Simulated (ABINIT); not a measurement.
**A GW chain in ABINIT: CdS (Hawleyite)**

Wanted: ground state, empty states, screening and self-energy for CdS (Hawleyite).

Program: ABINIT 10.8.3. Level of theory: PBE and many-body steps on it, plane waves. Values are calculated unless marked as measured.

**Experimental background.**

- Gap 2.42 eV: optical gap from inflexion point of photoacoustic spectrum, as-grown film; photoacoustic spectroscopy; film (as-grown chemical bath deposited film, about 0.25 um thick, deposited at 80 C) (“Study of the band--gap shift in CdS films: Influence of thermal annealing in different atmospheres”, 1995, arxiv:cond-mat/9501125).

### Step 1. The starting structure

It takes space group F-43m (No. 216, cubic). Conventional cell: a = 5.833 Å, b = 5.833 Å, c = 5.833 Å, α = 90.00°, β = 90.00°, γ = 90.00°. Nearest to Cd lie 4 S at 2.53 Å. S has 4 Cd at 2.53 Å nearest. Farther neighbours, and contacts between anions beyond the nearest, are not listed.

Structure file:

```cif
data_structure
_symmetry_space_group_name_H-M 'P 1'
_symmetry_Int_Tables_number 1
_cell_length_a 4.1246
_cell_length_b 4.1246
_cell_length_c 4.1246
_cell_angle_alpha 60.000
_cell_angle_beta 60.000
_cell_angle_gamma 60.000
_cell_volume 49.62
loop_
_atom_site_label
_atom_site_type_symbol
_atom_site_fract_x
_atom_site_fract_y
_atom_site_fract_z
_atom_site_occupancy
Cd1 Cd 0.00000 0.00000 0.00000 1
S2 S 0.25000 0.25000 0.25000 1
```

The cell and positions come from the Crystallography Open Database and are kept as given unless a step says otherwise.

### Step 2. Ground state

This step: ABINIT 10.8.3; DFT, PBE with spin-orbit coupling, plane waves, norm-conserving pseudopotentials.

The ground-state density comes first.

run.abi reads:

```
acell 3*1.0 Angstrom
rprim 
  -0.000000000000 2.916500000000 2.916500000000
  2.916500000000 -0.000000000000 2.916500000000
  2.916500000000 2.916500000000 -0.000000000000
ntypat 2
znucl 48 16
natom 2
typat 1 2
xred 
  0.000000000000 0.000000000000 0.000000000000
  0.250000000000 0.250000000000 0.250000000000
pp_dirpath "pseudos"
pseudos "Cd.upf, S.upf"
ecut 47
nspinor 2
ngkpt 6 6 6
nshiftk 1
shiftk 0 0 0
kptopt 1
chksymbreak 0
nband 36
occopt 1
tolvrs 1e-10
nstep 60
prtwf 0
indata_prefix "in"
outdata_prefix "out"
tmpdata_prefix "tmp"
```

On the command line:

```sh
> OMP_NUM_THREADS=1 mpirun -n 4 abinit run.abi > log
```

The program printed:

```text
.Version 10.8.3 of ABINIT. v10.8.2 released Aug 2026.

 Symmetries : space group F-4 3 m (#216); Bravais cF (face-center cubic)
================================================================================
 Values of the parameters that define the memory need of the present run
     intxc =       0    ionmov =       0      iscf =       7    lmnmax =      18
     lnmax =      18     mgfft =      50  mpssoang =       5    mqgrid =    3001
     natom =       2  nloc_mem =       1    nspden =       1   nspinor =       2
    nsppol =       1      nsym =      24    n1xccc =    2501    ntypat =       2
    occopt =       1   xclevel =       2
-    mband =          36        mffmem =           1         mkmem =           4
       mpw =        5188          nfft =      125000          nkpt =          16
================================================================================
  Rough estimation (10% accuracy) of disk space for files :
================================================================================

--------------------------------------------------------------------------------
------------- Echo of variables that govern the present computation ------------
--------------------------------------------------------------------------------
 -outvars: echo values of preprocessed input variables --------
            acell      1.8897261259E+00  1.8897261259E+00  1.8897261259E+00 Bohr

      chksymbreak           0
             ecut      4.70000000E+01 Hartree
-          fftalg         312

              ixc     -101130
              kpt      0.00000000E+00  0.00000000E+00  0.00000000E+00
                       1.66666667E-01  0.00000000E+00  0.00000000E+00
                       3.33333333E-01  0.00000000E+00  0.00000000E+00
                       5.00000000E-01  0.00000000E+00  0.00000000E+00
                       1.66666667E-01  1.66666667E-01  0.00000000E+00
                       3.33333333E-01  1.66666667E-01  0.00000000E+00
                       5.00000000E-01  1.66666667E-01  0.00000000E+00
                      -3.33333333E-01  1.66666667E-01  0.00000000E+00
                      -1.66666667E-01  1.66666667E-01  0.00000000E+00
   [... 5 further rows ...]
                      -3.33333333E-01  3.33333333E-01  1.66666667E-01
                      -3.33333333E-01  5.00000000E-01  1.66666667E-01
         kptrlatt        6    0    0      0    6    0      0    0    6
          kptrlen      4.67656631E+01
P           mkmem           4
            natom           2
            nband          36
            ngfft          50      50      50
             nkpt          16
          nspinor           2
            nstep          60
             nsym          24
           ntypat           2
              occ      1.000000  1.000000  1.000000  1.000000  1.000000  1.000000
                       1.000000  1.000000  1.000000  1.000000  1.000000  1.000000
                       1.000000  1.000000  1.000000  1.000000  1.000000  1.000000
                       1.000000  1.000000  1.000000  1.000000  1.000000  1.000000
                       1.000000  1.000000  0.000000  0.000000  0.000000  0.000000
                       0.000000  0.000000  0.000000  0.000000  0.000000  0.000000
            prtwf           0
            rprim     -0.0000000000E+00  2.9165000000E+00  2.9165000000E+00
[...]
spgroup         216

           tolvrs      1.00000000E-10

             xred      0.0000000000E+00  0.0000000000E+00  0.0000000000E+00
[...]
znucl       48.00000   16.00000

================================================================================

 chkinp: Checking input parameters for consistency.

================================================================================
== DATASET  1 ==================================================================
-   mpi_nproc: 4, omp_nthreads: 1 (-1 if OMP is not activated)

--- !DatasetInfo
iteration_state: {dtset: 1, }
dimensions: {natom: 2, nkpt: 16, mband: 36, nsppol: 1, nspinor: 2, nspden: 1, mpw: 5188, }
cutoff_energies: {ecut:  47.0, pawecutdg:  -1.0, }
electrons: {nelect:   2.60000000E+01, charge:   0.00000000E+00, occopt:   1.00000000E+00, tsmear:   1.00000000E-02, }

 Real(R)+Recip(G) space primitive vectors, cartesian coordinates (Bohr,Bohr^-1):
 R(1)=  0.0000000  5.5113862  5.5113862  G(1)= -0.0907213  0.0907213  0.0907213
 R(2)=  5.5113862  0.0000000  5.5113862  G(2)=  0.0907213 -0.0907213  0.0907213
 R(3)=  5.5113862  5.5113862  0.0000000  G(3)=  0.0907213  0.0907213 -0.0907213
 Unit cell volume ucvol=  3.3482088E+02 bohr^3
 Angles (23,13,12)=  6.00000000E+01  6.00000000E+01  6.00000000E+01 degrees

 getcut: wavevector=  0.0000  0.0000  0.0000  ngfft=  50  50  50
         ecut(hartree)=     47.000   => boxcut(ratio)=   2.07948

--- Pseudopotential description ------------------------------------------------
- Cd Generated using ONCVPSP code by D. R. Hamann
- 48.00000  20.00000  180423                  znucl, zion, pspdat
12 -101130 2 -1 1368                          pspcod,pspxc,lmax,lloc,mmax
     nproj     2     4     4     0
     spin-orbit psp
        nprojso     4     4     0
  pspatm : epsatm=   23.18602207
         --- l  ekb(1:nproj) -->
[...]
1    9.657145    1.519289    0.012856    0.000063
[...]
1    3.228904    0.888476    0.000329
             2   -3.547470   -0.986489
  spin-orbit 1    0.096764   -0.027776    0.009511
  spin-orbit 2    0.001615    0.000361   -0.000189
 pspatm: atomic psp has been read  and splines computed

   8.37396705E+02                                ecore*ucvol(ha*bohr**3)
--------------------------------------------------------------------------------

_setup2: Arith. and geom. avg. npw (full set) are    5151.458    5151.430

================================================================================

--- !BeginCycle
iteration_state: {dtset: 1, }
solver: {iscf: 7, nstep: 60, nline: 4, wfoptalg: 0, }
tolerances: {tolvrs: 1.00E-10, }

     iter   Etot(hartree)      deltaE(h)  residm     vres2
 ETOT  1  -184.72237458687    -1.847E+02 2.011E+00 3.817E+03
 ETOT  2  -185.71207468874    -9.897E-01 5.673E-02 6.032E+03
 ETOT  3  -186.32489537823    -6.128E-01 3.745E-02 6.468E+02
 ETOT  4  -186.37434745552    -4.945E-02 3.361E-02 1.583E+02
 ETOT  5  -186.39022125300    -1.587E-02 1.377E-02 7.179E-01
 ETOT  6  -186.39029880286    -7.755E-05 2.922E-03 2.734E-02
 ETOT  7  -186.39030038183    -1.579E-06 1.207E-03 1.668E-02
 ETOT  8  -186.39030212792    -1.746E-06 2.695E-04 1.038E-03
 ETOT  9  -186.39030224122    -1.133E-07 9.186E-05 1.605E-05
 ETOT 10  -186.39030224306    -1.841E-09 9.102E-05 2.233E-07
 ETOT 11  -186.39030224306    -3.865E-12 1.484E-05 2.771E-09
 ETOT 12  -186.39030224308    -1.589E-11 8.728E-05 2.154E-10
 ETOT 13  -186.39030224309    -1.276E-11 1.707E-05 1.304E-11

 At SCF step   13       vres2   =  1.30E-11 < tolvrs=  1.00E-10 =>converged.

 Cartesian components of stress tensor (hartree/bohr^3)
  sigma(1 1)= -8.66046811E-05  sigma(3 2)=  0.00000000E+00
  sigma(2 2)= -8.66046811E-05  sigma(3 1)=  0.00000000E+00
  sigma(3 3)= -8.66046811E-05  sigma(2 1)=  0.00000000E+00

--- !ResultsGS
iteration_state: {dtset: 1, }
comment   : Summary of ground state results
lattice_vectors:
- [ -0.0000000,   5.5113862,   5.5113862, ]
- [  5.5113862,  -0.0000000,   5.5113862, ]
- [  5.5113862,   5.5113862,  -0.0000000, ]
lattice_lengths: [   7.79428,    7.79428,    7.79428, ]
lattice_angles: [ 60.000,  60.000,  60.000, ] # degrees, (23, 13, 12)
lattice_volume:   3.3482088E+02
convergence: {deltae: -1.276E-11, res2:  1.304E-11, residm:  1.707E-05, diffor: null, }
etotal    :  -1.86390302E+02
entropy   :   0.00000000E+00
fermie    :   1.61176212E-01
cartesian_stress_tensor: # hartree/bohr^3
- [ -8.66046811E-05,   0.00000000E+00,   0.00000000E+00, ]
- [  0.00000000E+00,  -8.66046811E-05,   0.00000000E+00, ]
- [  0.00000000E+00,   0.00000000E+00,  -8.66046811E-05, ]
pressure_GPa:   2.5480E+00
xred      :
- [  0.0000E+00,   0.0000E+00,   0.0000E+00, Cd]
- [  2.5000E-01,   2.5000E-01,   2.5000E-01,  S]
cartesian_forces: # hartree/bohr
- [  3.29553605E-48,  -3.81687834E-31,  -3.29553605E-48, ]
- [ -3.29553605E-48,   3.81687834E-31,   3.29553605E-48, ]
force_length_stats: {min:   3.81687834E-31, max:   3.81687834E-31, mean:   3.81687834E-31, }

 Integrated electronic density in atomic spheres:
 ------------------------------------------------
 Atom  Sphere_radius  Integrated_density
    1        2.00000         17.16729202
    2        2.00000          3.93246321
================================================================================

 ----iterations are completed or convergence reached----

 Mean square residual over all n,k,spin=   11.544E-08; max=  17.069E-06
 reduced coordinates (array xred) for    2 atoms
       0.000000      0.000000      0.000000
       0.250000      0.250000      0.250000
 rms dE/dt=  2.4291E-30; max dE/dt=  0.0000E+00; dE/dt below (all hartree)
    1       0.000000      0.000000      0.000000
    2      -0.000000      0.000000     -0.000000

 cartesian coordinates (angstrom) at end:
    1      0.000000     0.000000     0.000000
    2      1.458250     1.458250     1.458250

 cartesian forces (hartree/bohr) at end:
    1      0.000000    -0.000000    -0.000000
    2     -0.000000     0.000000     0.000000
 frms,max,avg= 2.2036757E-31 3.8168783E-31   0.000E+00  0.000E+00  0.000E+00 h/b

 cartesian forces (eV/Angstrom) at end:
    1      0.000000    -0.000000    -0.000000
    2     -0.000000     0.000000     0.000000
 frms,max,avg= 1.1331756E-29 1.9627178E-29   0.000E+00  0.000E+00  0.000E+00 e/A
 length scales=  1.889726  1.889726  1.889726 bohr
              =  1.000000  1.000000  1.000000 angstroms
 prteigrs : about to open file out_EIG
 Fermi (or HOMO) energy (hartree) =   0.16118   Average Vxc (hartree)=  -0.34396
 Eigenvalues (hartree) for nkpt=  16  k points:
 kpt#   1, nband= 36, wtk=  0.00463, kpt=  0.0000  0.0000  0.0000 (reduced coord)
  -3.56165   -3.56165   -2.27954   -2.27954   -2.06578   -2.06578   -2.06578   -2.06578
  -0.29387   -0.29387   -0.13241   -0.13241   -0.13241   -0.13241   -0.11447   -0.11447
  -0.10058   -0.10058   -0.10058   -0.10058    0.15956    0.15956    0.16118    0.16118
   0.16118    0.16118    0.20267    0.20267    0.39003    0.39003    0.40538    0.40538
   0.40538    0.40538    0.58102    0.58135
 prteigrs : prtvol=0 or 1, do not print more k-points.

--- !EnergyTerms
iteration_state     : {dtset: 1, }
comment             : Components of total free energy in Hartree
kinetic             :  6.536523E+01
hartree             :  6.512925E+01
xc                  : -2.742508E+01
Ewald energy        : -9.940623E+01
psp_core            :  2.501029E+00
local_psp           : -1.983053E+02
non_local_psp       :  5.750831E+00
total_energy        : -1.863903E+02
total_energy_eV     : -5.071939E+03
band_energy         : -2.107867E+01

 Cartesian components of stress tensor (hartree/bohr^3)
  sigma(1 1)= -8.66046811E-05  sigma(3 2)=  0.00000000E+00
  sigma(2 2)= -8.66046811E-05  sigma(3 1)=  0.00000000E+00
  sigma(3 3)= -8.66046811E-05  sigma(2 1)=  0.00000000E+00

-Cartesian components of stress tensor (GPa)         [Pressure=  2.5480E+00 GPa]
- sigma(1 1)= -2.54799769E+00  sigma(3 2)=  0.00000000E+00
- sigma(2 2)= -2.54799769E+00  sigma(3 1)=  0.00000000E+00
- sigma(3 3)= -2.54799769E+00  sigma(2 1)=  0.00000000E+00

== END DATASET(S) ==============================================================
================================================================================

 -outvars: echo values of variables after computation  --------
           etotal     -1.8639030224E+02
            nband          36
             nkpt          16
          spgroup         216
 [... the other variables as echoed above ...]

 Calculation completed.
```

The job ended after 1.8 min (4 MPI ranks of Arm Neoverse V1, shared host; peak memory 0.45 GiB).

Read from the output:

```
total energy               : -5071.9385 eV
gap                        : 1.129 eV
k of the valence top       : 0, 0, 0
k of the conduction bottom : 0, 0, 0
least direct gap           : 1.129 eV
pressure                   : 2.548 GPa
```

The gap is direct, at Γ.

The cutoff was set for levels, not for stress, so the pressure can be off by some GPa.

(Continued in part 2 of 3.)

[Long decimals in the printed logs are rounded to 6 places.]

[Logs are printed without paths, hosts, clocks, repeated set-up lines and the standing remarks that a program may print on its own settings, such as how far it seeks lower states.]

[Paths, hosts, dates, memory and timing lines, banners, echoed tables and standing remarks are left out of the program output; an Ansatz launch command may be rebuilt from the run's recorded settings. Measured values are a selection of at most five: reports struck by readers or far from the other reports are left out. None is set beside runs whose start may be inverted or whose files or cutoffs have a known fault.]

[Runs of the session that timed out or met a known fault of the program may be left out.]

[Hosts, paths, dates, database ids (printed as entryN), source tags and the programs' standing remarks are cut or masked in the printed files.]

[G0W0 gaps are taken among the corrected bands and points alone; a level outside them can change the order at an edge.]

[Where Ansatz stands beside ABINIT at settings called matched, ABINIT's density can come from a denser mesh and the files from another edition; pairs whose starting gaps differed by over 0.03 eV were left out, so agreement reads better than it is.]
